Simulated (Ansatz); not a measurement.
**Relaxing glassy NaFeSi2O6 (120 atoms)**

How does glassy NaFeSi2O6 (120 atoms) relax, and what do bonds, charges and levels look like afterwards?

Program: Ansatz 0.2.0. Level of theory: Kohn-Sham DFT, PBE, PAW (set soft_2), plane waves. Results are calculated unless marked as measured.

Measured values to set the calculation against. Gaussian fit of the first maximum of the total correlation function from room-temperature neutron diffraction (“Nature and distribution of iron sites in a sodium silicate glass   investigated by neutron diffraction and EPSR simulation”, 2008, arxiv:0805.1850): nearest Si–O distance 1.63 Å; number of O about Si 3.9; nearest Fe–O distance 1.89 Å (by neutron diffraction, T(r) peak position); nearest O–O distance 2.66 Å (by neutron diffraction, T(r) peak position); number density 0.072 Å⁻³ (by measured atomic number density); number of O about Fe 4.3 (by neutron diffraction with Fe isotope substitution, Gaussian fit).

Report form: the programs' logs are mostly left out.

### 1. Starting point

The cell holds 120 atoms: 12 Fe, 12 Na, 72 O and 24 Si. Its edges and angles: a = 11.856 Å, b = 11.856 Å, c = 11.856 Å, α = 90.0°, β = 90.0°, γ = 90.0°. 120 atoms (12 Fe, 12 Na, 72 O, 24 Si) placed at random at 2.76 g/cm³, melted at 4500 K for 20 ps at fixed volume with the Morse and Coulomb pair potential with partial charges (Pedone, Malavasi, Menziani, Cormack and Segre, J. Phys. Chem. B 110, 11780 (2006)). Quenched from 4500 K to 300 K at 20 K/ps and fixed volume, held 5 ps. The starting density is a measured one.

Limits known from the start: The quench rate of 20 K/ps is many orders above laboratory rates, so the cell is likely richer in defects and strain than a real sample. The network of bonds at the start is that of the classical potential that made the cell. Without a Hubbard term or exact exchange, open shells on Fe are likely too delocalised. The Brillouin zone is sampled at Γ only, in a cell whose shortest periodic width is 12 Å.

### 2. Single point at the start

A single point comes first, to see the forces before anything moves.

The input, input.yaml:

```yaml
crystal:
  lattice:
    - [11.8563, 0.0, 0.0]
    - [0.0, 11.8563, 0.0]
    - [0.0, 0.0, 11.8563]
  atoms:
    - { symbol: Fe, position: [0.20162, 0.24583, 0.92796], spin: 5.0 }
    - { symbol: Fe, position: [0.71122, 0.06074, 0.52529], spin: 5.0 }
    - { symbol: Fe, position: [0.33691, 0.27549, 0.36828], spin: 5.0 }
    - { symbol: Fe, position: [0.06386, 0.14624, 0.75626], spin: 5.0 }
    - { symbol: Fe, position: [0.03626, 0.78504, 0.00824], spin: -5.0 }
    - { symbol: Fe, position: [0.80392, 0.16377, 0.73235], spin: -5.0 }
    - { symbol: Fe, position: [0.54882, 0.25332, 0.58438], spin: 5.0 }
    - { symbol: Fe, position: [0.14698, 0.34508, 0.56303], spin: 5.0 }
    - { symbol: Fe, position: [0.42751, 0.12953, 0.14119], spin: -5.0 }
    - { symbol: Fe, position: [0.39234, 0.49494, 0.33435], spin: 5.0 }
    - { symbol: Fe, position: [0.02681, 0.9936, 0.1626], spin: 5.0 }
    - { symbol: Fe, position: [0.28954, 0.76464, 0.74643], spin: 5.0 }
    - { symbol: Na, position: [0.51899, 0.83258, 0.8939] }
    - { symbol: Na, position: [0.79344, 0.13661, 0.2568] }
    - { symbol: Na, position: [0.88863, 0.66478, 0.51386] }
    - { symbol: Na, position: [0.98102, 0.03148, 0.46689] }
    - { symbol: Na, position: [0.4265, 0.77252, 0.49061] }
    - { symbol: Na, position: [0.50333, 0.99781, 0.37006] }
    - { symbol: Na, position: [0.16604, 0.71945, 0.48467] }
    - { symbol: Na, position: [0.4059, 0.11902, 0.85632] }
    - { symbol: Na, position: [0.59883, 0.20317, 0.8778] }
    - { symbol: Na, position: [0.12134, 0.48912, 0.34489] }
    - { symbol: Na, position: [0.00375, 0.34428, 0.11762] }
    - { symbol: Na, position: [0.28782, 0.7945, 0.1672] }
    - { symbol: O, position: [0.8458, 0.15983, 0.4744] }
    - { symbol: O, position: [0.38903, 0.45866, 0.67401] }
    - { symbol: O, position: [0.07682, 0.42636, 0.67714] }
    - { symbol: O, position: [0.62784, 0.63502, 0.84234] }
    - { symbol: O, position: [0.013, 0.6535, 0.33005] }
    - { symbol: O, position: [0.53397, 0.00898, 0.78984] }
    - { symbol: O, position: [0.41143, 0.60909, 0.23142] }
    - { symbol: O, position: [0.60778, 0.39444, 0.55674] }
    - { symbol: O, position: [0.41258, 0.56164, 0.46986] }
    - { symbol: O, position: [0.17288, 0.0962, 0.88683] }
    - { symbol: O, position: [0.69806, 0.36648, 0.31138] }
    - { symbol: O, position: [0.31038, 0.65525, 0.87241] }
    - { symbol: O, position: [0.55154, 0.99708, 0.57047] }
    - { symbol: O, position: [0.207, 0.21349, 0.65135] }
    - { symbol: O, position: [0.08058, 0.30472, 0.85356] }
    - { symbol: O, position: [0.60813, 0.18219, 0.42644] }
    - { symbol: O, position: [0.6833, 0.88851, 0.04883] }
    - { symbol: O, position: [0.25485, 0.37405, 0.45377] }
    - { symbol: O, position: [0.92527, 0.13229, 0.85919] }
    - { symbol: O, position: [0.32551, 0.0699, 0.02093] }
    - { symbol: O, position: [0.94558, 0.70308, 0.11858] }
    - { symbol: O, position: [0.54034, 0.61641, 0.64015] }
    - { symbol: O, position: [0.74157, 0.53467, 0.44731] }
    - { symbol: O, position: [0.91949, 0.44472, 0.85655] }
    - { symbol: O, position: [0.43741, 0.84167, 0.69292] }
    - { symbol: O, position: [0.49487, 0.97383, 0.15171] }
    - { symbol: O, position: [0.54736, 0.59092, 0.04996] }
    - { symbol: O, position: [0.55589, 0.76661, 0.18366] }
    - { symbol: O, position: [0.83918, 0.55074, 0.25376] }
    - { symbol: O, position: [0.9561, 0.20802, 0.64613] }
    - { symbol: O, position: [0.78925, 0.00345, 0.66852] }
    - { symbol: O, position: [0.39878, 0.21825, 0.52082] }
    - { symbol: O, position: [0.82893, 0.37093, 0.55583] }
    - { symbol: O, position: [0.62064, 0.56276, 0.25612] }
    - { symbol: O, position: [0.69764, 0.45124, 0.94818] }
    - { symbol: O, position: [0.68, 0.18499, 0.64028] }
    - { symbol: O, position: [0.71652, 0.77524, 0.69441] }
    - { symbol: O, position: [0.02237, 0.29306, 0.46685] }
    - { symbol: O, position: [0.31116, 0.32745, 0.84626] }
    - { symbol: O, position: [0.23168, 0.10232, 0.46992] }
    - { symbol: O, position: [0.7941, 0.90763, 0.85224] }
    - { symbol: O, position: [0.13693, 0.02185, 0.28236] }
    - { symbol: O, position: [0.77884, 0.92512, 0.44653] }
    - { symbol: O, position: [0.68048, 0.93173, 0.25586] }
    - { symbol: O, position: [0.04814, 0.83245, 0.85439] }
    - { symbol: O, position: [0.78737, 0.08139, 0.99995] }
    - { symbol: O, position: [0.4026, 0.28239, 0.08413] }
    - { symbol: O, position: [0.48553, 0.34955, 0.34104] }
    - { symbol: O, position: [0.82193, 0.7631, 0.29088] }
    - { symbol: O, position: [0.05671, 0.00185, 0.6994] }
    - { symbol: O, position: [0.77202, 0.29421, 0.8198] }
    - { symbol: O, position: [0.57646, 0.19326, 0.21784] }
    - { symbol: O, position: [0.48527, 0.27497, 0.73934] }
    - { symbol: O, position: [0.13774, 0.94218, 0.0489] }
    [... 36 atom lines left out ...]
    - { symbol: Si, position: [0.59763, 0.2727, 0.32183] }
    - { symbol: Si, position: [0.05131, 0.43409, 0.80631] }
    - { symbol: Si, position: [0.23078, 0.58705, 0.95088] }
    - { symbol: Si, position: [0.47966, 0.96629, 0.67375] }
    - { symbol: Si, position: [0.29793, 0.1392, 0.58242] }
    - { symbol: Si, position: [0.80346, 0.89466, 0.32092] }
magnetization:
  spin_polarized: true
kpoints:
  mp_grid: { grid: [1, 1, 1] }
hamiltonian:
  xc: pbe
scf:
  occupations: { method: gaussian, width: 0.05 }
  lower_state_search: "off"
output:
  forces: true
```

On the command line:

```bash
$ ansatz run input.yaml --threads 4 --pin off --max-ram 8192MiB --backend cpu --events-out ev --progress --plain --runs-dir out
```

The job ended after 90 s (4 threads of Intel Xeon Platinum 8375C at 2.90GHz (Ice Lake), shared host; peak memory 4.5 GiB).

The run gave:

* free energy: -127788.1496 eV
* free energy per atom: -1064.9012 eV/atom
* SCF cycles: 34
* r.m.s. force component: 1.337 eV/Å
* longest force: 5.362 eV/Å
* Fermi energy: 4.62 eV
* total moment: 29.49 μB
* absolute moment: 56.91 μB

The r.m.s. force component of 1.3 eV/Å sets the starting point.

Length of the force by element:

```
element  coordination  atoms  mean length of the force (eV/Å)  spread  least  most
     Fe           all     12                             1.17   0.403  0.530  1.67
     Na           all     12                            0.499   0.210  0.197  1.03
      O           all     72                             2.15    1.06  0.150  5.36
     Si           all     24                             2.73    1.12  0.925  4.85
```

### 3. Cell and atoms relaxed

The cell is relaxed with the atoms, since the starting lattice needn't suit this functional.

Edit input.yaml of step 2 so:

```diff
@@ -18 +18,5 @@
   forces: true
+relax:
+  f_tol: 0.03
+  max_steps: 63
+  cell: {}
```

It took 26 min on 4 threads; peak memory 4.6 GiB; 1.7 h of CPU time.

The steps of the relaxation (22 of 37):

```
step  energy less that of the first step (eV)  largest force component (eV/Å)  pressure (GPa)  volume (Å³)
   1                                   0.0000                          4.2965            3.71      1666.66
   3                                  -9.6319                          0.6716            0.01      1639.84
   4                                 -10.3270                          0.5792           -0.33      1634.26
   6                                 -10.9201                          0.2614           -0.12      1630.90
   8                                 -11.1379                          0.1440           -0.10      1634.11
  10                                 -11.2763                          0.1340           -0.11      1636.99
  11                                 -11.3189                          0.1548           -0.02      1637.20
  13                                 -11.3875                          0.1824           -0.03      1640.36
  15                                 -11.4612                          0.1153           -0.01      1639.99
  16                                 -11.5002                          0.1220           -0.01      1639.14
  18                                 -11.5338                          0.1795            0.01      1638.19
  20                                 -11.5700                          0.0544           -0.01      1638.27
  22                                 -11.5829                          0.0655           -0.01      1637.43
  23                                 -11.5901                          0.0741           -0.01      1637.60
  25                                 -11.6412                          0.1381            0.05      1637.45
  27                                 -11.6524                          0.3610           -0.19      1641.43
  28                                 -11.6902                          0.1863            0.02      1639.20
  30                                 -11.7028                          0.1221           -0.01      1642.52
  32                                 -11.7149                          0.0474            0.02      1641.66
 34*                                 -11.6811                          0.0208           -0.06      1642.04
  35                                 -11.6590                          0.3178            0.06      1639.89
 37*                                 -11.6852                          0.0250            0.01      1640.47
```

Relaxation steps marked * repeat the geometry before them on a plane-wave basis chosen anew for their cell, so energy and pressure can jump there. Other such steps can lie between the rows shown. Relaxation steps 18, 27, 31, 35 were tried and not accepted.

```
     cell as run  before   after  change
           a (Å)  11.856  11.775  -0.7 %
           b (Å)  11.856  11.624  -2.0 %
           c (Å)  11.856  11.994  +1.2 %
           α (°)   90.00   88.36  -1.8 %
           β (°)   90.00   91.03  +1.1 %
           γ (°)   90.00   90.97  +1.1 %
volume (Å³/atom)   13.89   13.67  -1.6 %
```

The atoms that moved most (Å, as changes of fractional coordinates times the final cell):

```
atom      dx      dy      dz  length
Na23   0.194   1.938  -0.748   2.086
Na19  -0.645  -1.069   0.882   1.528
 O93   0.607   0.114   0.841   1.044
Na15  -0.573   0.672  -0.005   0.883
 O88  -0.627   0.543  -0.012   0.829
 O44  -0.404   0.531   0.397   0.776
Na21   0.269  -0.643  -0.174   0.718
 O45   0.551  -0.156   0.426   0.714
```

The relaxation changed the energy by -97.4 meV/atom, and atoms moved by 0.43 Å r.m.s., 2.1 Å at most.

### 4. Local order after relaxation

Bonds before and after, by the cutoffs listed below:

```
pair  bonds before  bonds after  mean before (Å)  mean after (Å)  spread before (Å)  spread after (Å)
O-Si            96           96            1.618           1.643              0.052             0.026
O-Fe            59           57            2.007           1.970              0.123             0.101
O-Na            62           68            2.673           2.585              0.247             0.208
```

Density 2.81 g/cm³, 13.67 Å³ an atom.

Pair distribution functions g(r), in bins of 0.2 Å:

```
r (Å)  total   O-O   O-Si  O-Fe  O-Na  Si-Si  Si-Fe
 1.50   0.07  0.00   0.30  0.00  0.00   0.00   0.00
 1.70   3.15  0.00  13.13  0.00  0.00   0.00   0.00
 1.90   0.95  0.00   0.00  7.89  0.00   0.00   0.00
 2.10   0.38  0.00   0.00  3.16  0.00   0.00   0.00
 2.30   0.27  0.00   0.00  0.14  2.07   0.00   0.00
 2.50   0.63  0.82   0.00  0.00  2.79   0.00   0.00
 2.70   2.06  4.86   0.00  0.41  1.98   0.00   0.29
 2.90   0.77  1.32   0.09  0.18  0.72   1.59   1.09
 3.10   0.97  1.06   0.19  0.08  0.55   3.26   3.00
 3.30   0.96  0.70   0.62  0.82  0.56   1.30   3.94
 3.50   1.01  0.58   1.40  0.98  0.67   0.00   2.58
 3.70   0.89  0.65   1.10  1.21  1.03   0.00   0.17
 3.90   0.99  0.80   1.44  1.10  0.89   0.60   0.31
 4.10   0.97  0.51   2.01  1.04  0.54   0.66   0.95
 4.30   1.22  0.74   1.64  2.13  1.23   1.45   0.62
 4.50   0.96  0.78   1.01  1.94  0.86   1.01   0.56
 4.70   1.06  1.17   0.72  1.07  1.96   1.13   0.62
 4.90   1.00  1.42   0.52  0.60  0.97   1.59   1.22
 5.10   1.04  1.50   0.62  0.46  1.19   1.22   0.96
 5.30   1.02  1.39   0.94  0.59  0.75   1.14   0.72
 5.50   0.96  1.05   0.94  0.65  1.00   0.97   0.90
 5.70   0.99  0.91   1.10  0.86  0.90   1.05   1.19
```

Bonds by pair of elements; cutoffs follow the first minimum of g(r), held within bounds set by covalent radii, and pairs that aren't listed don't count as bonded:

```
pair A-B  cutoff (Å)  bonds  mean length (Å)  spread (Å)  shortest (Å)  B about A  A about B
    O-Si        2.08     96             1.64       0.026          1.58       1.33          4
    O-Fe        2.48     57             1.97       0.101          1.83      0.792       4.75
    O-Na        3.09     68             2.58       0.208          2.26      0.944       5.67
```

How many atoms have how many bonded neighbours:

```
element  mean   2   3   4  5  6  7
     Fe  4.75   0   0   4  7  1  0
     Na  5.67   0   0   2  4  2  4
      O  3.07  14  39  19  0  0  0
     Si     4   0   0  24  0  0  0
```

Bond angles, per cent of each kind in bins of 5°:

```
angle (°)  O-Na-O  O-Si-O  O-Fe-O  Na-O-Si  Fe-O-Si
    50–55     1.8     0.0     0.0      0.0      0.0
    55–60     9.6     0.0     0.0      0.0      0.0
    60–65     7.2     0.0     0.0      0.0      0.0
    65–70     4.2     0.0     0.9      0.0      0.0
    70–75     4.2     0.0     0.0      3.6      0.0
    75–80     6.0     0.0     2.8      3.6      0.0
    80–85     7.2     0.0    10.1      4.8      0.0
    85–90     3.6     0.0    10.1     13.1      0.0
    90–95     4.2     0.7    17.4     16.7      0.0
   95–100     4.8     3.5    11.9      8.3      1.9
  100–105     1.8     9.7    11.9      8.3      3.9
  105–110     4.8    39.6     4.6      8.3      5.8
  110–115     4.8    36.8     8.3      7.1      0.0
  115–120     5.4     6.9     3.7      1.2      9.6
  120–125     2.4     2.1     0.0      4.8     11.5
  125–130     7.2     0.7     0.9      5.9     19.2
  130–135     4.8     0.0     0.0      4.8     11.5
  135–140     4.2     0.0     0.9      7.1      9.6
  140–145     2.4     0.0     2.8      0.0      9.6
  145–150     2.4     0.0     3.7      0.0      1.9
  150–155     1.2     0.0     0.9      0.0      5.8
  155–160     0.6     0.0     2.8      0.0      3.9
  160–165     2.4     0.0     0.9      0.0      1.9
  165–170     2.4     0.0     4.6      2.4      0.0
  170–175     0.0     0.0     0.0      0.0      1.9
  175–180     0.0     0.0     0.9      0.0      1.9
```

Bond angles (no mean is given where the spread exceeds 20°):

```
  angle  count  mean (°)  spread (°)
 O-Na-O    166         -           -
 O-Si-O    144       109           5
 O-Fe-O    109         -           -
Na-O-Si     84         -           -
Fe-O-Si     52       132        16.7
```

Oxygen atoms by the number of network formers (Si, P, Ge, B, Al, As, Ga) bound to them:

```
network formers bound to O  O atoms  per cent
                         0        2       2.8
                         1       44      61.1
                         2       26      36.1
```

Network units: each former by its oxygen neighbours and how many of them bridge to another former:

```
former  O neighbours  bridging O  atoms
    Si             4           0      1
    Si             4           1      6
    Si             4           2      8
    Si             4           3      6
    Si             4           4      3
```

Bond length by coordination (bonds to H left out):

```
element  coordination  atoms  mean bond length (Å)
     Fe             4      4                  1.90
     Fe             5      7                  1.99
     Fe             6      1                  2.06
     Na             4      2                  2.47
     Na             5      4                  2.56
     Na             6      2                  2.66
     Na             7      4                  2.60
      O             2     14                  1.68
      O             3     39                  2.00
      O             4     19                  2.18
```

Rings of the network by King's shortest-path rule, up to 12 atoms, one path for each pair of neighbours; H, halogens, alkali and alkaline-earth atoms are left out, and the last column divides by all other atoms, bonded or not:

```
ring size (atoms)  rings  per network atom
                4      5             0.046
                6     12             0.111
                8     32             0.296
               10     26             0.241
               12     28             0.259
```

For some of the pairs, g(r) has its first main peak near 2.7 Å (O-O), 1.6 Å (O-Si), 1.9 Å (O-Fe), 2.4 Å (O-Na), 3.1 Å (Si-Si) and 3.2 Å (Si-Fe). Counting bonds as in the table, 58 % of Fe atoms have 5, 33 % of Na atoms have 5 and as many 7, 54 % of O atoms have 3 and all Si atoms have 4 bonded neighbours. Counting bonds to Si alone, not to Fe, 36 % of the oxygens join two of these atoms and 61 % one; 3 % join none. The commonest Si unit has 4 oxygens, 2 of them shared with other formers (8 of 24 atoms). Rings of 8 atoms are the most common (31 % of those counted); sizes run from 4 to 12, where the search stops.

[end of part 1 of 2]

[Logs are printed without paths, hosts, clocks, repeated set-up lines and the standing remarks that a program may print on its own settings, such as how far it seeks lower states.]

[Hosts, paths, dates, database ids (printed as entryN), source tags and the programs' standing remarks are cut or masked in the printed files.]
